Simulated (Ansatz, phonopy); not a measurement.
# Grüneisen parameters and expansion of SiC (Moissanite 3C, F-43m), part 4 of 4

Wanted: mode Grüneisen parameters of SiC (Moissanite 3C) and a free-energy fit over volumes.

Ansatz 0.2.0; DFT LDA, scalar-relativistic, plane waves, PAW.

So far. Step 12 (Single point at a scaled cell, V/V0 0.97): The run ends at a pressure of 7.42 GPa. Step 13 (Phonons, V/V0 0.97): No mode is imaginary beyond numerical noise at the solved wavevectors. The highest zone-centre mode (no LO–TO term) moved by +3.5 % for a volume change of -3.0 %.

### Step 14. Single point at a scaled cell, V/V0 1.05

Symmetry fixes every atom, so a single point at the scaled cell gives the energy and pressure of this member.

The cell differs from the one that the last finished run ended in (a 3.030 → 3.111 Å, b 3.030 → 3.111 Å, c 3.030 → 3.111 Å).

The input, input.yaml:

```yaml
crystal:
  lattice:
    - [0.0, 2.199973777, 2.199973777]
    - [2.199973777, 0.0, 2.199973777]
    - [2.199973777, 2.199973777, 0.0]
  atoms:
    - { symbol: Si, position: [0.0, 0.0, 0.0] }
    - { symbol: C, position: [0.25, 0.25, 0.25] }
kpoints:
  mp_grid: { grid: [12, 12, 12] }
hamiltonian:
  xc: lda
scf:
  occupations: { method: fixed }
output:
  forces: true
  stress: true
  eigenvalues: true
```

Started as:

```sh
$ ansatz run input.yaml --threads 4 --pin off --max-ram 8192MiB --backend cpu --events-out ev --progress --plain --runs-dir out
```

Numbers of over 12 decimals in the logs are rounded to 6 here.

What it wrote:

```text
[...]
Crystal: 2 atoms, lattice volume = 21.295 Å³
Basis set: ecut = 420 eV, 411 PW (Γ)
Bands: 8, of which v1, the nominal top of the filled ones, is band 4 counted from 1 (3 counted from 0)
Symmetry: 24 space group operations
[...]
k-points: 72 of 1728 (time reversal used)
[...]
Free energy (F): -852.167184 eV
[...]
Internal energy: -852.167184 eV  (E = F + TS)
E sigma→0 (E₀):  -852.167184 eV
Fermi energy:    8.887473 eV
[...]
--- Stress (GPa, compression-positive) ---
      -10.185176      -0.000000      -0.000000
        0.000000     -10.185176       0.000000
       -0.000000       0.000000     -10.185176
  P = ⅓ Tr σ = -10.1852 GPa (-101.852 kbar)
--- Band table (eV; the first three rows and the last of 72) ---
[...]
[key lines of the parts left out:]
SCF converged after 6 iterations
```

It took 0.47 s on 4 threads of Arm Neoverse V2, shared host; peak memory 0.27 GiB; 1.4 s of CPU time.

The run ends at a pressure of -10.19 GPa.

### Step 15. Lattice dynamics at this volume, V/V0 1.05

The same q-mesh and k-mesh are kept at every volume, so that much of their error can cancel in the differences.

input.yaml, the sections that differ from step 14:

```yaml
output:
  eigenvalues: true
phonons:
  method: dfpt
  dielectric: true
  rigid_motions: translations
  qmesh: [4, 4, 4]
  temperatures: { t_max: 1000, t_step: 50 }
  qpath:
    path:
      - [[0.0, 0.0, 0.0], [-0.5, -0.5, 0.0], [-0.375, -0.375, 0.25]]
      - [[-0.375, 0.0, 0.375], [0.0, 0.0, 0.0], [0.0, 0.0, 0.5], [-0.5, -0.25, 0.25], [-0.5, -0.5, 0.0]]
    npoints: 10
# crystal, kpoints, hamiltonian, scf: as in step 14
```

What it wrote:

```text
[...]
Crystal: 2 atoms, lattice volume = 21.295 Å³
Basis set: ecut = 420 eV, 411 PW (Γ), exchange–correlation on 48×48×48 points (8 copies of the dense FFT grid, shifted against one another)
Bands: 8, of which v1, the nominal top of the filled ones, is band 4 counted from 1 (3 counted from 0)
Symmetry: 24 space group operations
[...]
optical modes at Γ + LO–TO along q̂ = [0.0000, 1.0000, 0.0000]:
      ω (cm⁻¹)  modes    IR ((D/Å)²/amu)
        754.33      2            39.8302
        922.87      1            19.9151
  optical modes at Γ + LO–TO along q̂ = [0.0000, 0.0000, 1.0000]:
      ω (cm⁻¹)  modes    IR ((D/Å)²/amu)
        754.33      2            39.8302
        922.87      1            19.9151
--- Phonons (arbitrary-q DFPT): 8 irreducible q on the 4×4×4 mesh ---
[...]
interpolated dispersion: 63 rows × 6 modes
[...]
[key lines of the parts left out:]
SCF converged after 7 iterations
Free energy (F): -852.167184 eV
Fermi energy:    8.887482 eV
```

It took 50 s on 4 threads; peak memory 0.98 GiB; 3.2 min of CPU time.

No mode is imaginary beyond numerical noise at the solved wavevectors. The highest zone-centre mode (no LO–TO term) moved by -5.4 % for a volume change of +5.0 %.

### Step 16. Mode Grüneisen parameters

This step: DFT LDA, scalar-relativistic, plane waves, PAW (phonopy 4.10.0).

This step gave:

| Property | Result |
| --- | --- |
| share of modes with a negative Grüneisen parameter | 0.03 |

Mean Grüneisen, by row:

```
T (K)  heat-capacity-weighted mean  root mean square
   50                        0.268             0.406
  100                        0.319             0.448
  200                        0.555             0.711
  300                        0.707             0.853
  500                        0.815             0.944
  800                        0.856             0.976
```

The mean mode Grueneisen parameter by wavenumber:

```
wavenumber (cm⁻¹)  mean mode Grueneisen parameter
               16                               -
               49                           0.143
              113                           0.198
              146                           0.302
              210                           0.262
              243                           0.185
              275                            0.19
              340                           0.298
              372                           0.372
              405                           0.519
              470                            0.83
              502                           0.952
              567                           0.916
              599                           0.894
              632                           0.832
              696                               -
              729                            1.29
              761                            1.35
              826                            1.17
              858                            1.19
              923                            1.08
              956                            1.08
```

Volume series, by row:

```
 V/V0  V (Å³/atom)  pressure (GPa)  E - E0 (meV/atom)  gap (eV)  zero-point energy (meV/atom)  lowest on the path (cm⁻¹)  highest at Gamma without the LO-TO term (cm⁻¹)
 0.97        9.836           7.417              6.875     1.274                         114.7                          0                                           825.7
0.985        9.989           3.574              1.692     1.287                         112.9                          0                                           811.4
    1        10.14           0.002                  0     1.301                         111.2                          0                                           797.6
1.015        10.29          -3.318              1.601     1.313                         109.4                          0                                           784.1
 1.03        10.44          -6.405              6.246     1.325                         107.8                          0                                           771.1
 1.05        10.65          -10.19              16.77      1.34                         105.6                          0                                           754.3
```

Table of optical frequency at Gamma without the LO-TO term, mode 4 by V/V0:

```
  V/V0  optical frequency at Gamma without the LO-TO term, mode 4 (cm⁻¹)
0.9700                                                               826
0.9850                                                               811
1.0000                                                               798
1.0150                                                               784
1.0300                                                               771
1.0500                                                               754
```

Grüneisen at points, by row:

```
point  branch  frequency (cm⁻¹)  mode Grüneisen parameter
    Γ       4             797.6                      1.14
    Γ       6               973                      1.08
    X       1             364.9                      0.09
    X       3             634.9                      0.82
    X       4             766.9                      1.46
    X       6               829                      1.15
    U       1             351.9                      0.06
    U       2             445.6                      0.55
    U       3             568.7                      0.89
    U       4             759.4                      1.32
    U       5             761.9                      1.44
    U       6             859.6                      1.23
    K       1             351.9                      0.06
    K       2             445.6                      0.55
    K       3             568.7                      0.89
    K       4             759.4                      1.32
    K       5             761.9                      1.44
    K       6             859.6                      1.23
    L       1             259.5                     -0.15
    L       3             615.8                      0.93
    L       4             771.9                      1.31
    L       6               839                      1.16
    W       1             401.5                      0.47
    W       2             462.5                      0.34
    W       3             538.2                      0.98
    W       4               744                      1.29
    W       5               778                      1.45
    W       6             858.2                      1.25
```

### Step 17. Free-energy fit

This step gave:

| Property | Result |
| --- | --- |
| volume expansion coefficient at 300 K | 7.07 1e-6/K |
| isothermal bulk modulus at 300 K | 223.9 GPa |
| C_P at 300 K | 13.55 J/mol-atom/K |
| Grüneisen parameter at 300 K | 0.72 |

The energy (each curve on its own zero) by volume; values in meV/atom:

```
volume (Å³/atom)  static  F at 0 K  F at 300 K  F at 1300 K
           9.836    6.88      11.3        11.7         18.9
           9.989    1.69      4.35        4.59         8.99
          10.141       0       0.9           1         2.61
          10.293     1.6      0.78        0.73        -0.48
          10.445    6.25      3.75        3.53        -0.53
          10.648    16.8      12.1        11.6         3.74
```

Phonopy-qha, vinet fit of F(V) at each temperature; no electronic free energy. Qha vinet, by row:

```
T (K)  fitted volume (Å³/atom)  alpha_V (1e-6/K)  B_T (GPa)  C_P (J/mol-atom/K)  Grueneisen
  100                    10.22              0.57      225.1               2.213      0.3547
  150                    10.22              1.73      224.9               5.181      0.4611
  200                    10.22              3.43      224.7               8.262      0.5734
  250                    10.23              5.31      224.3               11.11        0.66
  300                    10.23              7.07      223.9               13.55      0.7204
  350                    10.23               8.6      223.3               15.56       0.762
  400                    10.24              9.86      222.7               17.16      0.7912
  450                    10.24              10.9      222.1               18.45      0.8123
  500                    10.25             11.74      221.4               19.48       0.828
  550                    10.26             12.44      220.8               20.31        0.84
  600                    10.26             13.02      220.1               20.99      0.8494
  650                    10.27             13.51      219.4               21.54      0.8569
  700                    10.28             13.92      218.7               22.01      0.8631
  750                    10.28             14.28      217.9                22.4      0.8683
  800                    10.29             14.59      217.2               22.73      0.8727
  850                     10.3             14.86      216.5               23.02      0.8765
  900                    10.31              15.1      215.7               23.26      0.8798
  950                    10.31             15.32        215               23.48      0.8828
 1000                    10.32             15.52      214.2               23.66      0.8854
 1050                    10.33              15.7      213.5               23.83      0.8879
 1100                    10.34             15.87      212.7               23.98      0.8901
 1150                    10.35             16.02        212               24.11      0.8921
 1200                    10.35             16.17      211.2               24.23      0.8941
 1250                    10.36             16.31      210.4               24.34      0.8959
```

The volume expansion coefficient, phonopy-qha, Vinet by temperature:

temperature (K), volume expansion coefficient, phonopy-qha, Vinet (1e-6/K) and a bar:
```
       75        0.2 
      100        0.6 #
      150        1.7 ###
      175        2.5 ####
      200        3.4 ######
      225        4.4 ########
      275        6.2 ###########
      300        7.1 #############
      325        7.9 ##############
      375        9.3 #################
      400        9.9 ##################
      425       10.4 ###################
      475       11.3 #####################
      500       11.7 #####################
      525       12.1 ######################
      550       12.4 #######################
      600       13.0 ########################
      625       13.3 ########################
      650       13.5 #########################
      700       13.9 #########################
      725       14.1 ##########################
      750       14.3 ##########################
      800       14.6 ###########################
      825       14.7 ###########################
      850       14.9 ###########################
      875       15.0 ###########################
      925       15.2 ############################
      950       15.3 ############################
      975       15.4 ############################
     1025       15.6 #############################
     1050       15.7 #############################
     1075       15.8 #############################
     1125       15.9 #############################
     1150       16.0 #############################
     1175       16.1 #############################
     1200       16.2 ##############################
     1250       16.3 ##############################
     1275       16.4 ##############################
```

The fit gives a volume expansion of 7.07 × 10⁻⁶/K at 300 K.

### Step 18. What came out

| Property | Result |
| --- | --- |
| volume expansion coefficient at 300 K | 7.07 1e-6/K |
| isothermal bulk modulus at 300 K | 223.9 GPa |
| C_P at 300 K | 13.55 J/mol-atom/K |
| Grüneisen parameter at 300 K | 0.72 |
| mean mode Grüneisen parameter at 300 K | 0.707 |

Near room temperature SiC (Moissanite 3C) expands by 7.07 × 10⁻⁶/K in volume by LDA, with C_P = 13.6 J/(mol K) per mole of atoms and B_T = 224 GPa. C_P at room temperature is 54 % of the classical 3R an atom, so the stiffest modes are still partly frozen out. The heat-capacity-weighted Grüneisen parameter goes from 0.268 at 50 K to 0.856 at 800 K; 3 % of the modes stiffen on expansion. Weighting γ by the density of states and each mode's heat capacity at 300 K, modes below 320 cm⁻¹ give about 8 % of the sum of γC that drives the expansion, those up to 650 cm⁻¹ 37 % and the rest 55 %. Among the labelled points γ is largest for branch 4 at X (767 cm⁻¹, 1.5) and most negative for branch 1 at L (260 cm⁻¹, -0.15). The interpolation has no quadrupole term, so branches near the zone centre are less sure, since this crystal has sites that are not centres of inversion. The PAW files were made for PBE and are used here under another functional, for which the program regenerates the frozen cores.

[Logs are printed without paths, hosts, clocks, repeated set-up lines and the standing remarks that a program may print on its own settings, such as how far it seeks lower states.]

[Hosts, paths, dates, database ids (printed as entryN), source tags and the programs' standing remarks are cut or masked in the printed files.]

[A step with changed settings may run another functional than the one named; its input shows which.]

[Of the runs on displaced cells, only some may be shown.]
